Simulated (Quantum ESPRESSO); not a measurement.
# two Fe on Si sites of Si, 2.35 Å apart: which magnetic order is lowest

Aim: find out which collinear order of two Fe on Si sites of Si, 2.35 Å apart costs least.

Method: PBE; plane waves with GBRV 1.5 PBE potentials, no spin-orbit coupling, in Quantum ESPRESSO 7.5.

## 1. Set-up

The cell holds 16 atoms: 2 Fe and 14 Si. Cell: a = 7.681 Å, b = 7.681 Å, c = 7.681 Å, α = 60.0°, β = 60.0°, γ = 60.0°. It derives from Si.

The lattice constants of the host were typed from memory of published values.

## 2. Run 1, typed as ferro ++

The signs are those of the starting moments on the seeded atoms, the atoms that are given a moment.

The input, pw.in:

```
&CONTROL
  calculation = 'scf'
  prefix = 'pwscf'
  outdir = './tmp'
  pseudo_dir = './pseudo'
  disk_io = 'nowf'
/
&SYSTEM
  ibrav = 0
  celldm(1) = 8
  nat = 16
  ntyp = 2
  ecutwfc = 40
  ecutrho = 280
  nbnd = 64
  occupations = 'smearing'
  smearing = 'fd'
  degauss = 0.00367493
  nspin = 2
  starting_magnetization(1) = 0.2188
  starting_magnetization(2) = 0
/
&ELECTRONS
  conv_thr = 3.2d-08
  electron_maxstep = 150
  mixing_beta = 0.3
/
ATOMIC_SPECIES
Fe     55.8450 fe_pbe_v1.5.uspp.F.UPF
Si     28.0850 si_pbe_v1.uspp.F.UPF
CELL_PARAMETERS alat
   0.0000000000000    1.2828878228553    1.2828878228553
   1.2828878228553    0.0000000000000    1.2828878228553
   1.2828878228553    1.2828878228553    0.0000000000000
ATOMIC_POSITIONS crystal
Fe      0.0000000000    0.0000000000    0.0000000000
Fe      0.1250000000    0.1250000000    0.1250000000
Si      0.0000000000    0.0000000000    0.5000000000
Si      0.1250000000    0.1250000000    0.6250000000
Si      0.0000000000    0.5000000000    0.0000000000
Si      0.1250000000    0.6250000000    0.1250000000
Si      0.0000000000    0.5000000000    0.5000000000
Si      0.1250000000    0.6250000000    0.6250000000
Si      0.5000000000    0.0000000000    0.0000000000
Si      0.6250000000    0.1250000000    0.1250000000
Si      0.5000000000    0.0000000000    0.5000000000
Si      0.6250000000    0.1250000000    0.6250000000
Si      0.5000000000    0.5000000000    0.0000000000
Si      0.6250000000    0.6250000000    0.1250000000
Si      0.5000000000    0.5000000000    0.5000000000
Si      0.6250000000    0.6250000000    0.6250000000
K_POINTS automatic
4 4 4 0 0 0
```

The run is started by

```
OMP_NUM_THREADS=1 mpirun -n 4 pw.x -nk 4 -in pw.in > pw.out
```

Log:

```text
Program PWSCF v.7.5 starts

     Message from routine setup:
     using ibrav=0 with symmetry is DISCOURAGED, use correct ibrav instead

     K-points division:     npool     =       4
     Subspace diagonalization in iterative solution of the eigenvalue problem:

     G-vector sticks info
     --------------------
     sticks:   dense  smooth     PW     G-vecs:    dense   smooth      PW
     Sum        4069    2335    649               171471    74129   10849

     Using Slab Decomposition

     bravais-lattice index     =            0
     lattice parameter (alat)  =       8.0000  a.u.
     unit-cell volume          =    2162.0514 (a.u.)^3
     number of atoms/cell      =           16
     number of atomic types    =            2
     number of electrons       =        88.00
     number of Kohn-Sham states=           64
     kinetic-energy cutoff     =      40.0000  Ry
     charge density cutoff     =     280.0000  Ry
     scf convergence threshold =      3.2E-08
     mixing beta               =       0.3000
     number of iterations used =            8  plain     mixing
     Exchange-correlation= SLA  PW   PBE  PBE
                           (   1   4   3   4   0   0   0)

     celldm(1)=   8.000000  celldm(2)=   0.000000  celldm(3)=   0.000000
     celldm(4)=   0.000000  celldm(5)=   0.000000  celldm(6)=   0.000000

     crystal axes: (cart. coord. in units of alat)
               a(1) = (   0.000000   1.282888   1.282888 )
               a(2) = (   1.282888   0.000000   1.282888 )
               a(3) = (   1.282888   1.282888   0.000000 )

     reciprocal axes: (cart. coord. in units 2 pi/alat)
               b(1) = ( -0.389746  0.389746  0.389746 )
               b(2) = (  0.389746 -0.389746  0.389746 )
               b(3) = (  0.389746  0.389746 -0.389746 )

     PseudoPot. # 1 for Fe read from file:
     fe_pbe_v1.5.uspp.F.UPF
     Pseudo is Ultrasoft + core correction, Zval = 16.0
     Generated by new atomic code, or converted to UPF format
     Using radial grid of  861 points,  6 beta functions with:
                l(1) =   0
                l(2) =   0
                l(3) =   1
                l(4) =   1
                l(5) =   2
                l(6) =   2
     Q(r) pseudized with  8 coefficients,  rinner =    1.000   1.000   1.000
                                                       1.000   1.000

     PseudoPot. # 2 for Si read from file:
     si_pbe_v1.uspp.F.UPF
     Pseudo is Ultrasoft + core correction, Zval =  4.0
     Generated by new atomic code, or converted to UPF format
     Using radial grid of  899 points,  6 beta functions with:
                l(1) =   0
                l(2) =   0
                l(3) =   1
                l(4) =   1
                l(5) =   2
                l(6) =   2
     Q(r) pseudized with  8 coefficients,  rinner =    0.900   0.900   0.900
                                                       0.900   0.900

     atomic species   valence    mass     pseudopotential
     Fe               16.00    55.84500     Fe( 1.00)
     Si                4.00    28.08500     Si( 1.00)

     Starting magnetic structure
     atomic species   magnetization
     Fe              0.219
     Si              0.000

      6 Sym. Ops. (no inversion) found

   Cartesian axes

     site n.     atom                  positions (alat units)
         1        Fe     tau(   1) = (   0.0000000   0.0000000   0.0000000  )
         2        Fe     tau(   2) = (   0.3207220   0.3207220   0.3207220  )
         3        Si     tau(   3) = (   0.6414439   0.6414439   0.0000000  )
         4        Si     tau(   4) = (   0.9621659   0.9621659   0.3207220  )
         5        Si     tau(   5) = (   0.6414439   0.0000000   0.6414439  )
         6        Si     tau(   6) = (   0.9621659   0.3207220   0.9621659  )
         7        Si     tau(   7) = (   1.2828878   0.6414439   0.6414439  )
         8        Si     tau(   8) = (   1.6036098   0.9621659   0.9621659  )
         9        Si     tau(   9) = (   0.0000000   0.6414439   0.6414439  )
        10        Si     tau(  10) = (   0.3207220   0.9621659   0.9621659  )
        11        Si     tau(  11) = (   0.6414439   1.2828878   0.6414439  )
        12        Si     tau(  12) = (   0.9621659   1.6036098   0.9621659  )
        13        Si     tau(  13) = (   0.6414439   0.6414439   1.2828878  )
        14        Si     tau(  14) = (   0.9621659   0.9621659   1.6036098  )
        15        Si     tau(  15) = (   1.2828878   1.2828878   1.2828878  )
        16        Si     tau(  16) = (   1.6036098   1.6036098   1.6036098  )

     number of k points=    13  Fermi-Dirac smearing, width (Ry)=  0.0037
                       cart. coord. in units 2pi/alat
        k(    1) = (   0.0000000   0.0000000   0.0000000), wk =   0.0156250
        k(    2) = (   0.0974364   0.0974364  -0.0974364), wk =   0.0937500
        k(    3) = (  -0.1948728  -0.1948728   0.1948728), wk =   0.0468750
        k(    4) = (   0.1948728   0.0000000   0.0000000), wk =   0.0937500
        k(    5) = (  -0.0974364  -0.2923093   0.2923093), wk =   0.1875000
        [... 8 further k-points ...]

     Dense  grid:   171471 G-vectors     FFT dimensions: (  80,  80,  80)

     Smooth grid:    74129 G-vectors     FFT dimensions: (  60,  60,  60)

     Check: negative core charge=   -0.000008
     Generating pointlists ...
     new r_m :   0.2291 (alat units)  1.8332 (a.u.) for type    1
     new r_m :   0.2291 (alat units)  1.8332 (a.u.) for type    2

     Initial potential from superposition of free atoms

     starting charge      85.9906, renormalised to      88.0000
     Starting wfcs are   82 randomized atomic wfcs

     Self-consistent Calculation

     iteration #  1     ecut=    40.00 Ry     beta= 0.30
     Davidson diagonalization with overlap
     ethr =  1.00E-02,  avg # of iterations =  3.8

     total energy              =    -626.29039908 Ry
     estimated scf accuracy    <      21.22713490 Ry

     total magnetization       =     0.95 Bohr mag/cell
     absolute magnetization    =     1.09 Bohr mag/cell

     iteration #  2     ecut=    40.00 Ry     beta= 0.30
     Davidson diagonalization with overlap
     ethr =  1.00E-02,  avg # of iterations =  4.4

     total energy              =    -631.64393890 Ry
     estimated scf accuracy    <      93.89727147 Ry

     total magnetization       =     0.23 Bohr mag/cell
     absolute magnetization    =     0.30 Bohr mag/cell

     iteration #  3     ecut=    40.00 Ry     beta= 0.30
     Davidson diagonalization with overlap
     ethr =  1.00E-02,  avg # of iterations =  5.5

     total energy              =    -634.59895105 Ry
     estimated scf accuracy    <       4.72687627 Ry

     total magnetization       =     3.91 Bohr mag/cell
     absolute magnetization    =     4.66 Bohr mag/cell

     [... further iterations left out ...]

     iteration # 17     ecut=    40.00 Ry     beta= 0.30
     Davidson diagonalization with overlap
     ethr =  3.39E-10,  avg # of iterations =  2.9

     total energy              =    -634.76934835 Ry
     estimated scf accuracy    <       0.00000025 Ry

     total magnetization       =     3.95 Bohr mag/cell
     absolute magnetization    =     5.12 Bohr mag/cell

     iteration # 18     ecut=    40.00 Ry     beta= 0.30
     Davidson diagonalization with overlap
     ethr =  2.87E-10,  avg # of iterations =  1.6

     total energy              =    -634.76934842 Ry
     estimated scf accuracy    <       0.00000003 Ry

     total magnetization       =     3.95 Bohr mag/cell
     absolute magnetization    =     5.12 Bohr mag/cell

     iteration # 19     ecut=    40.00 Ry     beta= 0.30
     Davidson diagonalization with overlap
     ethr =  3.71E-11,  avg # of iterations =  3.5

     total energy              =    -634.76934846 Ry
     estimated scf accuracy    <       0.00000003 Ry

     total magnetization       =     3.95 Bohr mag/cell
     absolute magnetization    =     5.12 Bohr mag/cell

     iteration # 20     ecut=    40.00 Ry     beta= 0.30
     Davidson diagonalization with overlap
     ethr =  3.71E-11,  avg # of iterations =  1.2

     Magnetic moment per site  (integrated on atomic sphere of radius R)
     atom   1 (R=0.229)  charge= 14.1169  magn=  2.0443
     atom   2 (R=0.229)  charge= 14.1170  magn=  2.0448
     atom   3 (R=0.229)  charge=  1.8123  magn= -0.0412
     atom   4 (R=0.229)  charge=  1.8123  magn= -0.0412
     atom   5 (R=0.229)  charge=  1.8123  magn= -0.0412
     atom   6 (R=0.229)  charge=  1.8123  magn= -0.0412
     atom   7 (R=0.229)  charge=  1.8183  magn=  0.0071
     atom   8 (R=0.229)  charge=  1.8183  magn=  0.0071
     atom   9 (R=0.229)  charge=  1.8123  magn= -0.0412
     atom  10 (R=0.229)  charge=  1.8123  magn= -0.0412
     atom  11 (R=0.229)  charge=  1.8183  magn=  0.0071
     atom  12 (R=0.229)  charge=  1.8183  magn=  0.0071
     atom  13 (R=0.229)  charge=  1.8183  magn=  0.0071
     atom  14 (R=0.229)  charge=  1.8183  magn=  0.0071
     atom  15 (R=0.229)  charge=  1.8238  magn= -0.0002
     atom  16 (R=0.229)  charge=  1.8238  magn= -0.0002

     End of self-consistent calculation

     [... lines left out ...]
     the Fermi energy is     6.3155 ev

!    total energy              =    -634.76934847 Ry
     estimated scf accuracy    <       0.00000001 Ry
     smearing contrib. (-TS)   =      -0.00250767 Ry
     internal energy E=F+TS    =    -634.76684080 Ry

     The total energy is F=E-TS. E is the sum of the following terms:
     one-electron contribution =    -509.16102642 Ry
     hartree contribution      =     286.15806821 Ry
     xc contribution           =    -118.36651406 Ry
     ewald contribution        =    -293.39736854 Ry

     total magnetization       =     3.95 Bohr mag/cell
     absolute magnetization    =     5.12 Bohr mag/cell

     convergence has been achieved in  20 iterations

=------------------------------------------------------------------------------=
   JOB DONE.
=------------------------------------------------------------------------------=
```

It took 3.1 min on 4 MPI ranks of Intel Xeon Platinum 8488C (Sapphire Rapids), shared host; peak memory 1.6 GiB; 13 min of CPU time.

Spin moment in the atom's sphere by atom:

```
atom  spin moment in the atom's sphere (μB)
 Fe1                                   2.04
 Fe2                                   2.04
 Si3                                  -0.04
 Si4                                  -0.04
 Si5                                  -0.04
 Si6                                  -0.04
 Si7                                   0.01
 Si8                                   0.01
 Si9                                  -0.04
Si10                                  -0.04
Si11                                   0.01
Si12                                   0.01
Si13                                   0.01
Si14                                   0.01
Si15                                   0.00
Si16                                   0.00
```

Read from the output:

```yaml
smearing_term_ts: 0.03412 eV
magnetization: 3.95 μB
absolute_magnetization: 5.121 μB
final_state: ferromagnetic
```

Spin density in the ac plane at fractional y = 0.000, with atoms of Fe and Si within 0.2 Å of it.

Values in e/Å³, 11 rows by 16 columns, each cell a mean:
```
1.7 0.7 0.1 0.0 0.0 0.0 0.0 0.0 0.0 0.0 0.0 0.0 0.0 0.0 0.1 0.6
0.1 0.1 0.0 0.0 0.0 0.0 0.0 0.0 0.0 0.0 0.0 0.0 0.0 0.0 0.0 0.0
0.0 0.0 0.0 0.0 0.0 0.0 0.0 0.0 0.0 0.0 0.0 0.0 0.0 0.0 0.0 0.0
0.0 0.0 0.0 0.0 0.0 0.0 0.0 0.0 0.0 0.0 0.0 0.0 0.0 0.0 0.0 0.0
0.0 0.0 0.0 0.0 0.0 0.0 0.0 0.0 0.0 0.0 0.0 0.0 0.0 0.0 0.0 0.0
0.0 0.0 0.0 0.0 0.0 0.0 0.0 0.0 0.0 0.0 0.0 0.0 0.0 0.0 0.0 0.0
0.0 0.0 0.0 0.0 0.0 0.0 0.0 0.0 0.0 0.0 0.0 0.0 0.0 0.0 0.0 0.0
0.0 0.0 0.0 0.0 0.0 0.0 0.0 0.0 0.0 0.0 0.0 0.0 0.0 0.0 0.0 0.0
0.0 0.0 0.1 0.1 0.0 0.0 0.0 0.0 0.0 0.0 0.0 0.0 0.0 0.0 0.0 0.0
0.0 0.0 0.0 0.1 0.0 0.0 0.0 0.0 0.0 0.0 0.0 0.0 0.0 0.0 0.1 0.2
2.2 0.3 0.0 0.0 0.0 0.0 0.0 0.0 0.0 0.0 0.0 0.0 0.0 0.0 0.3 2.0
```
Columns run along a (7.7 Å), rows up along c (7.7 Å). Atoms in or near the plane, at fractional coordinates: Fe at (0.00, 0.00), Si at (0.00, 0.50), Si at (0.50, 0.00), Si at (0.50, 0.50).

Valence density in the ac plane at fractional y = 0.000, with atoms of Fe and Si within 0.2 Å of it. It is the smooth field of the valence electrons, not physical close to the nuclei.

Ten steps, logarithmic in the rise over the least value, from '0' (0 e/Å³) to '9' (21 e/Å³), each cell a mean:
```
995100011122111000138
664100001111111000013
232100000112211000001
122100000011221000000
112110000001221100000
111111000001111110000
111111111111111111111
122112221112221122111
122111222112221122211
212111122031221111212
411110111143111001112
101100001110111000111
222100000112211000011
122100000012221000001
112110000011221000000
112210000001121100000
112321100011111110000
112332111111111111111
322222222112221122245
842111122011221112369
983111112142111111269
```
Columns run along a (7.7 Å), rows up along c (7.7 Å). Atoms in or near the plane, at fractional coordinates: Fe at (0.00, 0.00), Si at (0.00, 0.50), Si at (0.50, 0.00), Si at (0.50, 0.50).

[end of part 1 of 2]

[Logs and program files are shortened in this print: banners, set-up blocks, solver, clock and traceback lines can be left out without a mark of their own.]

[Logs are printed without paths, hosts, clocks, repeated set-up lines and the standing remarks that a program may print on its own settings, such as how far it seeks lower states.]

[Hosts, paths, dates, database ids (printed as entryN), source tags and the programs' standing remarks are cut or masked in the printed files.]

[Where a cell is said to come from a database of computed structures, the database is the Materials Project.]
